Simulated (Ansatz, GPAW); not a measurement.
# Mg/Cd(0001): work function by functional and basis, part 3 of 3

Wanted: work functions and dipole of Mg/Cd(0001), with the cost of each level.

GPAW 26.7.0 and Ansatz 0.2.0; Ansatz plane waves; slab in vacuum with a dipole correction, relaxation (the session's first sound run).

So far, upper work function (eV): step 2 (relaxation, PBE) 3.52; step 4 (self-consistent run: xc = "vdW-DF2", GPAW, PAW setups, GPAW) 3.84; step 5 (self-consistent run: xc = "revPBE") 3.47; step 6 (OptPBE vdW: xc = "optPBE-vdW", GPAW, PAW setups, GPAW) 3.69; step 7 (real-space grid: mode = "fd", PBE, GPAW) 3.52.

**9. A second plane-wave code**

A second program with its own datasets checks the number independently.

This step: Ansatz plane waves; slab in vacuum with a dipole correction (Ansatz 0.2.0).

The input, input.yaml:

```yaml
crystal:
  lattice:
    - [5.96, 0.0, 0.0]
    - [2.98, 5.1615114066, 0.0]
    - [0.0, 0.0, 24.8788731682]
  atoms:
    - { symbol: Cd, position: [0.3333333333, 0.3333333333, 0.2813632254] }
    - { symbol: Cd, position: [0.0, 0.0, 0.3943160904] }
    - { symbol: Cd, position: [0.3335103754, 0.3335103754, 0.5146762891] }
    - { symbol: Cd, position: [-0.0013194217, -0.0013194217, 0.6322106851] }
    - { symbol: Cd, position: [0.3333333333, 0.8333333333, 0.2813632254] }
    - { symbol: Cd, position: [0.0, 0.5, 0.3943160904] }
    - { symbol: Cd, position: [0.3335103754, 0.8329792493, 0.5146762891] }
    - { symbol: Cd, position: [-0.0013194217, 0.5026388434, 0.6322106851] }
    - { symbol: Cd, position: [0.8333333333, 0.3333333333, 0.2813632254] }
    - { symbol: Cd, position: [0.5, 0.0, 0.3943160904] }
    - { symbol: Cd, position: [0.8329792493, 0.3335103754, 0.5146762891] }
    - { symbol: Cd, position: [0.5026388434, -0.0013194217, 0.6322106851] }
    - { symbol: Cd, position: [0.8333333333, 0.8333333333, 0.2813632254] }
    - { symbol: Cd, position: [0.5, 0.5, 0.3943160904] }
    - { symbol: Cd, position: [0.8333333333, 0.8333333333, 0.5117145641] }
    - { symbol: Cd, position: [0.5, 0.5, 0.6314365465] }
    - { symbol: Mg, position: [0.1666666667, 0.1666666667, 0.737952031] }
kpoints:
  mp_grid: { grid: [6, 6, 1] }
hamiltonian:
  xc: pbe
scf:
  occupations: { method: fermi_dirac, width: 0.1 }
efield:
  axis: 3
  dipole_correction: true
  ramp_width: 0.05
output:
  forces: true
  write_potential: true
  write_density: true
  volumetric_format: npy
  elf: true
```

Run with:

```
ansatz run input.yaml --threads 4 --pin off --max-ram 8192MiB --backend cpu --events-out ev --progress --plain --runs-dir out
```

Numbers of over 12 decimals in the logs are rounded to 6 here.

Log:

```text
[...]
Crystal: 17 atoms, lattice volume = 765.339 Å³
Basis set: ecut = 420 eV, 14879 PW (Γ), exchange–correlation on 80×80×360 points (8 copies of the dense FFT grid, shifted against one another)
Bands: 198, of which v1, the nominal top of the filled ones, is band 165 counted from 1 (164 counted from 0)
Symmetry: 6 space group operations
[...]
k-points: 7 of 36 (time reversal used)
[...]
SCF iter   1: F=—  HF=-133993.446206 eV  |F-HF|=—  |Δ(HF+E_count)|=         —  Δρ=2.42e-3  dr2=1.60e0  ethr=1.77e-3  p=0.180 e·Å  D=4.27e-2 V/Å  ΔV_dip=-1.06 eV  dr2_dipole=1.06e0  V_vac-E_F(+/−)=2.89/3.94 eV  ⟨swp⟩=6.9  Hψ=5280  notcnv=0  defer=88
[...]
SCF iter   8: F=-133993.337631 eV  HF=-133993.337631 eV  |F-HF|=1.42e-8  |Δ(HF+E_count)|=   3.41e-8  Δρ=1.64e-6  dr2=3.29e-8  ethr=3.03e-11  p=0.056 e·Å  D=1.32e-2 V/Å  ΔV_dip=-0.33 eV  dr2_dipole=1.51e-9  V_vac-E_F(+/−)=3.52/3.85 eV  ⟨swp⟩=21.9  Hψ=11821  notcnv=0
SCF 1 converged in 8 iterations: F = -133993.337631 eV  dr2 = 3.29e-8
[...]
SCF converged after 8 iterations
Free energy (F): -133993.337631 eV
[...]
Internal energy: -133993.216496 eV  (E = F + TS)
E sigma→0 (E₀):  -133993.277063 eV
Entropy (-TS):   -0.121135 eV (-7.126 meV/atom)
Fermi energy:    4.942338 eV
Dipole field:    D = 0.013245 V/Å  (p = 0.056018 e·Å, saw-weighted, corrected)
Work function:   Φ+ = 3.5161 eV   Φ− = 3.8457 eV
[...]
--- Forces (eV/Å), atoms counted from 1 ---
  atom   1  Cd     0.02803054     0.01618344    -0.11656298
  atom   2  Cd    -0.01981157    -0.01143821     0.11490141
  atom   3  Cd    -0.00338645    -0.00195517     0.00055130
  atom   4  Cd    -0.00237454    -0.00137094     0.00524792
  atom   5  Cd     0.00000000    -0.03236688    -0.11656298
  atom   6  Cd    -0.00000000     0.02287643     0.11490141
  atom   7  Cd     0.00000000     0.00391034     0.00055130
  atom   8  Cd    -0.00000000     0.00274189     0.00524792
  atom   9  Cd    -0.02803054     0.01618344    -0.11656298
  atom  10  Cd     0.01981157    -0.01143821     0.11490141
  atom  11  Cd     0.00338645    -0.00195517     0.00055130
  atom  12  Cd     0.00237454    -0.00137094     0.00524792
  atom  13  Cd     0.00000000     0.00000000    -0.10808643
  atom  14  Cd    -0.00000000    -0.00000000     0.11564693
  atom  15  Cd     0.00000000     0.00000000    -0.00862836
  atom  16  Cd    -0.00000000    -0.00000000    -0.00035345
  atom  17  Mg    -0.00000000    -0.00000000    -0.01097689
  max |Σ_I F_I| component: 1.48e-5 eV/Å
--- Band table (eV; the first three rows and the last of 7) ---
  k-point 0: bands = [... 161 lower, 3.5646, 3.7261, 3.7461, 3.7461, 4.0086, 5.1600, 5.1600, 5.2140, ... 29 higher]
  k-point 1: bands = [... 161 lower, 3.8702, 4.0740, 4.2144, 4.4075, 4.4092, 5.4037, 5.4367, 5.5806, ... 29 higher]
  k-point 2: bands = [... 161 lower, 3.5468, 3.6106, 4.4155, 4.8015, 4.8658, 5.6235, 6.0388, 6.3049, ... 29 higher]
  k-point 6: bands = [... 161 lower, 5.0565, 5.0865, 5.3739, 5.4061, 5.5931, 5.7949, 5.9663, 5.9700, ... 29 higher]
```

Run time: 68 s. Hardware: 4 threads of Arm Neoverse N1, shared host; peak memory 3.1 GiB; 4.4 min of CPU time.

This step gave:

| Item | Value |
| --- | --- |
| upper work function | 3.516 eV |
| lower work function | 3.846 eV |
| dipole along the normal | 0.05602 e·Å |
| dipole field | 0.01324 V/Å |
| vacuum level above | 8.458 eV |
| vacuum level below | 8.788 eV |

The electrostatic potential energy of an electron (with the applied field's), less the Fermi level, planar mean oscillates, so the rows of the table below give means over windows of 2.9 Å about each position, cut where the curve ends. Its maxima inside the range that stand out by 2 % of the span (Å: eV): 8.4: 1.21, 11.3: 1.71, 14.2: 1.60, 17.3: 2.01. Its minima: 7.0: -11.0, 9.8: -11.1, 12.7: -11.1, 15.8: -11.2, 18.4: -1.20.

Electrostatic potential energy of an electron (with the applied field's), less the Fermi level, planar mean against z; means over each step:

```tsv
z (Å)	electrostatic potential energy of an electron (with the applied field's), less the Fermi level, planar mean (eV)
1.45	3.81
4.35	3.51
7.25	-4.52
10.15	-4.47
13.05	-4.50
15.95	-4.47
18.85	1.35
21.75	3.49
24.65	3.52
```

The valence density, planar mean oscillates, so the rows of the table below give means over windows of 2.83 Å about each position, cut where the curve ends. Its maxima inside the range that stand out by 2 % of the span (Å: e/Å³): 7.0: 2.69, 9.8: 2.71, 12.9: 2.65, 15.8: 2.70, 18.4: 0.436. Its minima: 8.4: 0.106, 11.3: 0.0874, 14.2: 0.0910, 17.6: 0.0428.

The valence density, planar mean by z; means over each step:

z (Å), valence density, planar mean (e/Å³) and a bar:
```
     1.42       0.00 
     4.25       0.01 
     7.08       0.91 ##############################
     9.91       0.92 ##############################
    12.73       0.91 ##############################
    15.57       0.91 ##############################
    18.39       0.12 ####
    21.23       0.00 
    24.05       0.00
```

Force by atom:

```tsv
atom	x (eV/Å)	y (eV/Å)	z (eV/Å)	size
Cd1	0.028	0.016	-0.117	0.121
Cd2	-0.020	-0.011	0.115	0.117
Cd3	-0.003	-0.002	0.001	0.004
Cd4	-0.002	-0.001	0.005	0.006
Cd5	0.000	-0.032	-0.117	0.121
Cd6	0.000	0.023	0.115	0.117
Cd7	0.000	0.004	0.001	0.004
Cd8	0.000	0.003	0.005	0.006
Cd9	-0.028	0.016	-0.117	0.121
Cd10	0.020	-0.011	0.115	0.117
Cd11	0.003	-0.002	0.001	0.004
Cd12	0.002	-0.001	0.005	0.006
Cd13	0.000	0.000	-0.108	0.108
Cd14	0.000	0.000	0.116	0.116
Cd15	0.000	0.000	-0.009	0.009
Cd16	0.000	0.000	0.000	0.000
Mg17	0.000	0.000	-0.011	0.011
```

Valence density in the ca plane at fractional y = 0.333, with atoms of Cd within 0.2 Å of it. It is the smooth field of the valence electrons, not physical close to the nuclei.

Values in e/Å³, 9 rows by 16 columns, each cell a mean:
```
 0  0  0  3  5  0  0  0  0  0  0  0  0  0  0  0
 0  0  0  7 12  0  0  0  0  0  0  0  0  0  0  0
 0  0  0  1  2  0  0  0  0  0  0  0  0  0  0  0
 0  1  0  0  0  0  1  1  0  0  0  0  0  0  0  0
 0  0  0  1  1  0  0  0  0  0  0  0  0  0  0  0
 0  0  0  6 10  0  0  0  0  0  0  0  0  0  0  0
 0  0  0  4  7  0  0  0  0  0  0  0  0  0  0  0
 0  1  0  0  0  0  0  0  0  0  0  0  0  0  0  0
 0  1  0  0  0  0  0  1  0  0  0  0  0  0  0  0
```
Columns run along c (16.0 Å, from fractional 0.36 to 1.00 of the cell), rows up along a (6.0 Å). Atoms in or near the plane, at fractional coordinates: Cd at (0.51, 0.33), Cd at (0.51, 0.83).

Electrostatic potential energy in the ca plane at fractional y = 0.333, with atoms of Cd within 0.2 Å of it. With pseudopotentials it is smooth inside the atoms' cores, unlike the true potential.

Values in eV, 9 rows by 16 columns, each cell a mean:
```
  5   4   6 -11 -15   4   4   4   6   4   6   8   9   9   9   9
  6   6   6 -15 -19   3   6   6   8   7   8   8   9   9   9   9
  3   1   6  -6 -10   5   2   2   8   8   8   8   9   9   9   9
 -2  -7   6   5   4   6  -5  -5   7   9   9   9   9   9   9   9
  2  -1   6  -3  -6   6   0   1   7   8   8   9   9   9   9   9
  6   6   6 -15 -18   3   6   6   8   8   8   8   9   9   9   9
  5   5   6 -13 -17   4   5   5   7   5   6   8   9   9   9   9
  0  -4   6   1  -1   6  -1  -2   4  -1   3   8   8   9   9   9
 -1  -6   6   4   2   6  -3  -4   4  -2   3   8   8   9   9   9
```
Columns run along c (16.0 Å, from fractional 0.36 to 1.00 of the cell; values clipped at the 3rd and 97th percentile), rows up along a (6.0 Å). Atoms in or near the plane, at fractional coordinates: Cd at (0.51, 0.33), Cd at (0.51, 0.83).

ELF in the ca plane at fractional y = 0.333, with atoms of Cd within 0.2 Å of it. It is the smooth field of the valence electrons, not physical close to the nuclei.

Values, 9 rows by 16 columns, each cell a mean:
```
0.23 0.23 0.18 0.35 0.43 0.18 0.23 0.24 0.34 0.45 0.85 0.96 0.73 0.15 0.00 0.00
0.29 0.31 0.19 0.49 0.62 0.20 0.29 0.31 0.24 0.48 0.80 0.71 0.28 0.03 0.00 0.00
0.21 0.21 0.18 0.28 0.33 0.18 0.21 0.22 0.16 0.11 0.19 0.11 0.02 0.00 0.00 0.00
0.22 0.26 0.17 0.21 0.22 0.18 0.24 0.24 0.15 0.03 0.01 0.00 0.00 0.00 0.00 0.00
0.21 0.21 0.17 0.24 0.27 0.17 0.20 0.21 0.16 0.07 0.11 0.06 0.01 0.00 0.00 0.00
0.28 0.29 0.19 0.46 0.59 0.19 0.28 0.30 0.21 0.39 0.71 0.59 0.19 0.01 0.00 0.00
0.25 0.25 0.18 0.40 0.50 0.19 0.25 0.26 0.33 0.53 0.89 0.95 0.67 0.12 0.00 0.00
0.21 0.23 0.17 0.22 0.23 0.17 0.21 0.22 0.32 0.11 0.60 0.99 0.88 0.29 0.01 0.00
0.22 0.24 0.17 0.21 0.22 0.18 0.22 0.23 0.31 0.08 0.55 0.99 0.89 0.31 0.01 0.00
```
Columns run along c (16.0 Å, from fractional 0.36 to 1.00 of the cell), rows up along a (6.0 Å). Atoms in or near the plane, at fractional coordinates: Cd at (0.51, 0.33), Cd at (0.51, 0.83).

The upper face's work function is 3.516 eV, against 3.522 eV in the first plane-wave PBE run at this geometry.

**10. Side by side**

Results and costs are gathered.

This step: comparison of work functions, dipole and cost (GPAW 26.7.0).

Ladder, by row:

```tsv
step	code	work function, upper (eV)	work function, lower (eV)	dipole (e Å)	wall time (s)	peak memory (GiB)	threads
pw	GPAW	3.522	3.864	0.05768	2985	1.07	1
vdW-DF2	GPAW	3.842	4.192	0.05916	2839	1.5	1
revPBE	GPAW	3.472	3.72	0.0417	2941	1.07	1
optPBE-vdW	GPAW	3.687	4.038	0.05929	2930	1.5	1
fd	GPAW	3.521	3.863	0.05818	12424	5.97	1
ansatz	Ansatz	3.516	3.846	0.05602	67.64	3.054	4
```

**11. Outcome**

- work function, upper and lower face: 3.522 and 3.864 eV
- dipole along the normal: 0.0577 e Å

With plane waves and PBE the work function is 3.52 eV on the upper face and 3.86 eV on the lower. The two faces differ by 0.34 eV, the step that the slab's dipole makes (e p/(ε0 A) gives 0.34 eV), so the dipole layer is needed. Over the sound runs of the table the upper face's work function spans 3.472 (revPBE) to 3.842 eV (vdW-DF2). The two plane-wave codes differ by 0.0060 eV on the upper face. The cell of 30.8 Å² holds one Mg, started on one chosen site; other sites and coverages weren't tried. The in-plane lattice was kept as typed, which isn't the functional's own and leaves some strain; spin-orbit coupling and temperature are left out.

[Logs are printed without paths, hosts, clocks, repeated set-up lines and the standing remarks that a program may print on its own settings, such as how far it seeks lower states.]

[Hosts, paths, dates, database ids (printed as entryN), source tags and the programs' standing remarks are cut or masked in the printed files.]
